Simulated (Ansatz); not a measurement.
# Direct or indirect: Bi2Se3 (R-3m)

Space group R-3m:H (No. 166). a = 4.143 Å, b = 4.143 Å, c = 28.636 Å, α = 90.00°, β = 90.00°, γ = 120.00°
```tsv
atom	site	symmetry	x	y	z
Bi	6c	3m	0.6667	0.3333	0.9325
Se	6c	3m	0.0000	0.0000	0.7883
Se	3a	-3m	0.0000	0.0000	0.0000
```

Method: Ansatz, PBE, independent particles, without spin-orbit coupling, line width 0.1 eV (Gaussian). The band structure gives a fundamental gap of 0.22 eV. The spectrum of vertical transitions near the edge:

```json
{"E (eV)": "0.00", "Im ε, E ∥ xy": "0.00", "Im ε, E ∥ z": "0.00"}
{"E (eV)": "0.12", "Im ε, E ∥ xy": "0.00", "Im ε, E ∥ z": "0.08"}
{"E (eV)": "0.24", "Im ε, E ∥ xy": "0.04", "Im ε, E ∥ z": "0.61"}
{"E (eV)": "0.36", "Im ε, E ∥ xy": "0.24", "Im ε, E ∥ z": "1.04"}
{"E (eV)": "0.48", "Im ε, E ∥ xy": "0.61", "Im ε, E ∥ z": "1.04"}
{"E (eV)": "0.60", "Im ε, E ∥ xy": "1.12", "Im ε, E ∥ z": "1.05"}
{"E (eV)": "0.72", "Im ε, E ∥ xy": "1.79", "Im ε, E ∥ z": "1.18"}
{"E (eV)": "0.84", "Im ε, E ∥ xy": "2.62", "Im ε, E ∥ z": "1.46"}
{"E (eV)": "0.96", "Im ε, E ∥ xy": "3.60", "Im ε, E ∥ z": "2.01"}
{"E (eV)": "1.08", "Im ε, E ∥ xy": "3.89", "Im ε, E ∥ z": "3.43"}
{"E (eV)": "1.20", "Im ε, E ∥ xy": "4.33", "Im ε, E ∥ z": "6.32"}
{"E (eV)": "1.32", "Im ε, E ∥ xy": "5.37", "Im ε, E ∥ z": "8.56"}
{"E (eV)": "1.44", "Im ε, E ∥ xy": "8.41", "Im ε, E ∥ z": "11.63"}
{"E (eV)": "1.56", "Im ε, E ∥ xy": "13.87", "Im ε, E ∥ z": "12.40"}
{"E (eV)": "1.68", "Im ε, E ∥ xy": "20.30", "Im ε, E ∥ z": "11.97"}
{"E (eV)": "1.80", "Im ε, E ∥ xy": "27.71", "Im ε, E ∥ z": "12.59"}
{"E (eV)": "1.92", "Im ε, E ∥ xy": "36.98", "Im ε, E ∥ z": "15.93"}
```

(1) Is the gap direct or indirect, and about where do vertical transitions set in?

Answers

(1) Direct: the band path has its least direct gap at the fundamental one, 0.22 eV, and the curves rise from there. Lines are broadened by 0.1 eV, which spreads the edge. Along the first axis the transitions at the gap are weak, so the curve there climbs slowly.

[Logs are printed without paths, hosts, clocks, repeated set-up lines and the standing remarks that a program may print on its own settings, such as how far it seeks lower states.]
